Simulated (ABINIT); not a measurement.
## Quasiparticle gap of SiO2 (Stishovite) in ABINIT

How does a plane-wave GW calculation on SiO2 (Stishovite) run from the first input to the gap?

Method: LDA and many-body steps on it, plane waves, in ABINIT 10.8.3.

This is a report of a sequence of runs, with most program output left out.

**1. Starting point**

It takes space group P4_2/mnm (No. 136, tetragonal). The conventional cell has a = 4.177 Å, b = 4.177 Å, c = 2.665 Å, α = 90.00°, β = 90.00°, γ = 90.00°. Nearest to Si lie 6 O at 1.76 to 1.81 Å. Nearest to O lie 3 Si at 1.76 to 1.81 Å. Farther neighbours and most contacts between anions are not listed.

The cell and positions come from the Crystallography Open Database and are kept as given unless a step says otherwise.

**2. Ground state**

This step: ABINIT 10.8.3; DFT, LDA, plane waves, norm-conserving pseudopotentials.

The ground-state density comes first.

run.abi reads:

```
acell 3*1.0 Angstrom
rprim 
  4.177300000000 0.000000000000 0.000000000000
  0.000000000000 4.177300000000 0.000000000000
  0.000000000000 0.000000000000 2.665200000000
ntypat 2
znucl 14 8
natom 6
typat 1 1 2 2 2 2
xred 
  0.000000000000 0.000000000000 0.000000000000
  0.500000000000 0.500000000000 0.500000000000
  0.305900000000 0.305900000000 0.000000000000
  0.194100000000 0.805900000000 0.500000000000
  0.694100000000 0.694100000000 0.000000000000
  0.805900000000 0.194100000000 0.500000000000
pp_dirpath "pseudos"
pseudos "Si.upf, O.upf"
ecut 36
ngkpt 6 6 8
nshiftk 1
shiftk 0 0 0
kptopt 1
chksymbreak 0
nband 23
occopt 1
tolvrs 1e-10
nstep 60
prtwf 0
optforces 0
optstress 0
indata_prefix "in"
outdata_prefix "out"
tmpdata_prefix "tmp"
```

The run is started by

```bash
$ OMP_NUM_THREADS=1 mpirun -n 4 abinit run.abi > log
```

Wall time 36 s (4 MPI ranks of Arm Neoverse V1, shared host); peak memory 0.33 GiB.

Numbers from this step:

- total energy: -2037.3708 eV
- gap: 5.665 eV
- k of the valence top: 0, 0, 0
- k of the conduction bottom: 0, 0, 0
- least direct gap: 5.665 eV

The gap is direct, at Γ.

**3. Bands along the symmetry lines**

Levels along a band path, at the cheap level, show where the edges lie and whether the meshes to come will hold them.

run.abi reads:

```
acell 3*1.0 Angstrom
rprim 
  4.177300000000 0.000000000000 0.000000000000
  0.000000000000 4.177300000000 0.000000000000
  0.000000000000 0.000000000000 2.665200000000
ntypat 2
znucl 14 8
natom 6
typat 1 1 2 2 2 2
xred 
  0.000000000000 0.000000000000 0.000000000000
  0.500000000000 0.500000000000 0.500000000000
  0.305900000000 0.305900000000 0.000000000000
  0.194100000000 0.805900000000 0.500000000000
  0.694100000000 0.694100000000 0.000000000000
  0.805900000000 0.194100000000 0.500000000000
pp_dirpath "pseudos"
pseudos "Si.upf, O.upf"
ecut 36
iscf -2
irdden 1
kptopt 0
nkpt 75
kpt 
  0.00000000 0.00000000 0.00000000
  0.00000000 0.06250000 0.00000000
  0.00000000 0.12500000 0.00000000
  0.00000000 0.18750000 0.00000000
  0.00000000 0.25000000 0.00000000
  0.00000000 0.31250000 0.00000000
  0.00000000 0.37500000 0.00000000
  0.00000000 0.43750000 0.00000000
  0.00000000 0.50000000 0.00000000
  0.06250000 0.50000000 0.00000000
  0.12500000 0.50000000 0.00000000
  0.18750000 0.50000000 0.00000000
  0.25000000 0.50000000 0.00000000
  0.31250000 0.50000000 0.00000000
  0.37500000 0.50000000 0.00000000
  0.43750000 0.50000000 0.00000000
  0.50000000 0.50000000 0.00000000
  0.43750000 0.43750000 0.00000000
  0.37500000 0.37500000 0.00000000
  0.31250000 0.31250000 0.00000000
  0.25000000 0.25000000 0.00000000
  0.18750000 0.18750000 0.00000000
  0.12500000 0.12500000 0.00000000
  0.06250000 0.06250000 0.00000000
  0.00000000 0.00000000 0.00000000
  0.00000000 0.00000000 0.06250000
  0.00000000 0.00000000 0.12500000
  0.00000000 0.00000000 0.18750000
  0.00000000 0.00000000 0.25000000
  0.00000000 0.00000000 0.31250000
  0.00000000 0.00000000 0.37500000
  0.00000000 0.00000000 0.43750000
  0.00000000 0.00000000 0.50000000
  0.00000000 0.06250000 0.50000000
  0.00000000 0.12500000 0.50000000
  0.00000000 0.18750000 0.50000000
  0.00000000 0.25000000 0.50000000
  0.00000000 0.31250000 0.50000000
  0.00000000 0.37500000 0.50000000
  0.00000000 0.43750000 0.50000000
  0.00000000 0.50000000 0.50000000
  0.06250000 0.50000000 0.50000000
  0.12500000 0.50000000 0.50000000
  0.18750000 0.50000000 0.50000000
  0.25000000 0.50000000 0.50000000
  0.31250000 0.50000000 0.50000000
  0.37500000 0.50000000 0.50000000
  0.43750000 0.50000000 0.50000000
  0.50000000 0.50000000 0.50000000
  0.43750000 0.43750000 0.50000000
  0.37500000 0.37500000 0.50000000
  0.31250000 0.31250000 0.50000000
  0.25000000 0.25000000 0.50000000
  0.18750000 0.18750000 0.50000000
  0.12500000 0.12500000 0.50000000
  0.06250000 0.06250000 0.50000000
  0.00000000 0.00000000 0.50000000
  0.00000000 0.50000000 0.00000000
  0.00000000 0.50000000 0.06250000
  0.00000000 0.50000000 0.12500000
  0.00000000 0.50000000 0.18750000
  0.00000000 0.50000000 0.25000000
  0.00000000 0.50000000 0.31250000
  0.00000000 0.50000000 0.37500000
  0.00000000 0.50000000 0.43750000
  0.00000000 0.50000000 0.50000000
  0.50000000 0.50000000 0.00000000
  0.50000000 0.50000000 0.06250000
  0.50000000 0.50000000 0.12500000
  0.50000000 0.50000000 0.18750000
  0.50000000 0.50000000 0.25000000
  0.50000000 0.50000000 0.31250000
  0.50000000 0.50000000 0.37500000
  0.50000000 0.50000000 0.43750000
  0.50000000 0.50000000 0.50000000
istwfk *1
nband 28
nbdbuf 7
tolwfr 1e-07
nstep 50
prtwf 0
prtvol 0
indata_prefix "in"
outdata_prefix "out"
tmpdata_prefix "tmp"
```

Wall time 30 s (4 MPI ranks); peak memory 0.35 GiB.

This step gave:

```
gap                        : 5.665 eV
k of the valence top       : 0, 0, 0
k of the conduction bottom : 0, 0, 0
least direct gap           : 5.665 eV
```

The gap is 5.665 eV, as in the run before at this level.

The electronic bands at the labelled points (eV, zero at the top of the highest filled band):

```csv
point,band 13,band 14,band 15,band 16,band 17,band 18,band 19,band 20
Γ,-2.55,-0.90,-0.90,0.00,5.66,6.49,8.41,8.41
halfway,-2.52,-2.09,-1.00,-0.46,6.50,7.03,8.58,8.59
X,-2.74,-2.74,-1.08,-1.08,7.65,7.65,8.95,8.95
halfway,-2.98,-2.98,-1.49,-1.49,7.43,7.43,9.43,9.43
M,-2.71,-2.71,-2.31,-2.31,7.31,7.31,9.92,9.92
halfway,-2.62,-2.50,-1.48,-0.81,6.71,7.52,8.55,9.35
Γ,-2.55,-0.90,-0.90,0.00,5.66,6.49,8.41,8.41
halfway,-4.41,-1.54,-1.54,-0.81,7.41,9.66,9.97,11.13
Z,-3.14,-3.14,-2.71,-2.71,8.92,8.92,12.42,12.42
halfway,-2.85,-2.85,-2.29,-2.29,8.82,8.82,10.70,10.70
R,-2.33,-2.33,-1.78,-1.78,8.61,8.61,9.77,9.77
halfway,-2.29,-2.29,-1.65,-1.65,7.60,7.60,10.54,10.54
A,-1.79,-1.79,-1.56,-1.56,7.07,7.07,10.81,10.81
halfway,-2.60,-2.50,-2.37,-1.86,7.89,8.38,10.45,11.54
Z,-3.14,-3.14,-2.71,-2.71,8.92,8.92,12.42,12.42
jump to X,-2.74,-2.74,-1.08,-1.08,7.65,7.65,8.95,8.95
halfway,-2.92,-2.92,-1.45,-1.45,8.96,8.96,10.40,10.40
R,-2.33,-2.33,-1.78,-1.78,8.61,8.61,9.77,9.77
jump to M,-2.71,-2.71,-2.31,-2.31,7.31,7.31,9.92,9.92
halfway,-1.95,-1.95,-1.75,-1.75,8.03,8.03,11.32,11.32
A,-1.79,-1.79,-1.56,-1.56,7.07,7.07,10.81,10.81
```

**4. Empty states on the mesh, 4×4×4 mesh, 164 bands**

The sums over transitions need many empty states on a uniform mesh; this step solves for them.

run.abi reads:

```
acell 3*1.0 Angstrom
rprim 
  4.177300000000 0.000000000000 0.000000000000
  0.000000000000 4.177300000000 0.000000000000
  0.000000000000 0.000000000000 2.665200000000
ntypat 2
znucl 14 8
natom 6
typat 1 1 2 2 2 2
xred 
  0.000000000000 0.000000000000 0.000000000000
  0.500000000000 0.500000000000 0.500000000000
  0.305900000000 0.305900000000 0.000000000000
  0.194100000000 0.805900000000 0.500000000000
  0.694100000000 0.694100000000 0.000000000000
  0.805900000000 0.194100000000 0.500000000000
pp_dirpath "pseudos"
pseudos "Si.upf, O.upf"
ecut 36
ngkpt 4 4 4
nshiftk 1
shiftk 0 0 0
kptopt 1
chksymbreak 0
irdden 1
istwfk *1
nband 164
prtvol 0
optdriver 6
gwr_task "HDIAGO"
paral_kgb 0
occopt 1
indata_prefix "in"
outdata_prefix "out"
tmpdata_prefix "tmp"
```

It took 2.3 min on 4 MPI ranks; peak memory 2.5 GiB.

Numbers from this step:

| Property | Result |
| --- | --- |
| gap | 5.665 eV |
| k of the valence top | 0, 0, 0 |
| k of the conduction bottom | 0, 0, 0 |
| least direct gap | 5.665 eV |
| k points computed | 18 |
| lowest point of the top converged band, above the valence top | 106.2432 eV |

On this mesh the gap is 5.665 eV.

**5. Screening, 4×4×4 mesh, 156 bands, screening to 179.6 eV**

The RPA dielectric matrix is built and inverted for each q.

This step: RPA screening on LDA, plane waves, norm-conserving pseudopotentials.

run.abi, as its differences from that of step 4:

```diff
@@ -24,10 +24,11 @@
 chksymbreak 0
-irdden 1
 istwfk *1
-nband 164
-prtvol 0
-optdriver 6
-gwr_task "HDIAGO"
-paral_kgb 0
 occopt 1
+irdwfk 1
+optdriver 3
+nband 156
+ecuteps 6.6
+inclvkb 2
+awtr 1
+symchi 1
 indata_prefix "in"
```

The job ended after 2.7 min (4 MPI ranks; peak memory 1.7 GiB).

Numbers from this step:

| Item | Value |
| --- | --- |
| ε∞ with local fields, on this mesh, along the program's q direction | 3.434 |
| the same without local fields | 3.706 |
| plasma frequency | 30.80 eV |
| plane waves in the screening matrix | 265 |

Local fields lower ε∞ by 7 %. On a Γ-centred mesh this coarse the value itself is usually too large, while a short band sum pulls it down.

**6. Self-energy, 4×4×4 mesh, 156 bands, screening to 179.6 eV**

The self-energy is evaluated for the states that the input lists, and the levels follow from it, in one-shot runs by the linearised quasiparticle equation.

This step: G0W0 on LDA, plane waves, norm-conserving pseudopotentials.

run.abi, as its differences from that of step 5:

```diff
@@ -27,8 +27,25 @@
 irdwfk 1
-optdriver 3
+optdriver 4
 nband 156
+gwcalctyp 0
+ecutsigx 36
+symsigma 1
+nkptgw 6
+kptgw 
+  0.0000000000 0.0000000000 0.0000000000
+  0.5000000000 0.0000000000 0.0000000000
+  0.5000000000 0.5000000000 0.0000000000
+  0.0000000000 0.0000000000 0.5000000000
+  0.5000000000 0.0000000000 0.5000000000
+  0.5000000000 0.5000000000 0.5000000000
+bdgw 
+  14 18
+  15 18
+  15 18
+  15 18
+  15 18
+  15 18
 ecuteps 6.6
-inclvkb 2
-awtr 1
-symchi 1
+irdscr 1
+ppmodel 1
 indata_prefix "in"
```

It took 72 s on 4 MPI ranks; peak memory 1.6 GiB; 4.8 min of CPU time.

This step gave:

```
G0W0 gap on the mesh                         : 8.188 eV
starting gap on the mesh                     : 5.665 eV
k of the valence top                         : 0, 0, 0
k of the conduction bottom                   : 0, 0, 0
Z at the valence top                         : 0.818
Z at the conduction bottom                   : 0.845
least direct G0W0 gap on the computed points : 8.188 eV
```

The gap on the mesh goes from 5.66 eV to 8.19 eV, a correction of +2.52 eV.

Limits: finite bands, cutoff and mesh; coarse k mesh. v1 is the top filled band, c1 the lowest empty one. Levels before and after the correction, in eV, zero at the valence-band top of each column:

|  | conduction bottom | valence top |
| --- | --- | --- |
| Kohn-Sham | 5.66 | 0.00 |
| G0W0 | 8.19 | 0.00 |

```
             level  energy (eV)
Kohn-Sham  Γ v3-v2       -0.904
Kohn-Sham     Γ v1        0.000
Kohn-Sham     Γ c1        5.665
Kohn-Sham     Γ c2        6.495
     G0W0  Γ v3-v2       -0.908
     G0W0     Γ v1        0.000
     G0W0     Γ c1        8.188
     G0W0     Γ c2        9.200
```

**7. Where the time went**

Times are wall times on 4 MPI ranks of Arm Neoverse V1, shared host, good to a factor of about two.

```csv
step,time,share,memory (GiB)
ground state,36 s,8 %,0.33
bands along the symmetry lines,30 s,7 %,0.35
empty states on the mesh,2.3 min,31 %,2.5
screening,2.7 min,37 %,1.7
self-energy,72 s,17 %,1.6
```

**8. What came out**

| Property | Result |
| --- | --- |
| LDA gap | 5.66 eV, direct |
| G0W0 gap on the mesh | 8.19 eV |
| GW settings | 4×4×4 mesh, 156 bands, screening to 179.6 eV, Godby-Needs plasmon pole |
| known limits | not at the basis limit; coarse k mesh |

G0W0 moves the gap on the mesh from 5.66 eV to 8.19 eV (+2.52 eV), with Z of 0.82 and 0.84 at the edges. Local fields lower the RPA ε∞ on this mesh from 3.71 to 3.43; a Γ-centred mesh this coarse tends to raise both, most where the direct gap is narrow, while a short band sum lowers them. Bands and cutoff are finite, so the gap is not at the basis limit. The miss can reach some tenths of an eV and take either sign; the mesh is an error of its own. The 4×4×4 mesh is coarse for this cell, which bears on the long-range parts of exchange and screening.

[Paths, hosts, dates, memory and timing lines, banners, echoed tables and standing remarks are left out of the program output.]

[Logs are printed without paths, hosts, clocks, repeated set-up lines and the standing remarks that a program may print on its own settings, such as how far it seeks lower states.]

[Runs of the session that timed out or met a known fault of the program may be left out.]

[Hosts, paths, dates, database ids (printed as entryN), source tags and the programs' standing remarks are cut or masked in the printed files.]

[G0W0 gaps are taken among the corrected bands and points alone; a level outside them can change the order at an edge.]

[Where Ansatz stands beside ABINIT at settings called matched, ABINIT's density can come from a denser mesh and the files from another edition; pairs whose starting gaps differed by over 0.03 eV were left out, so agreement reads better than it is.]
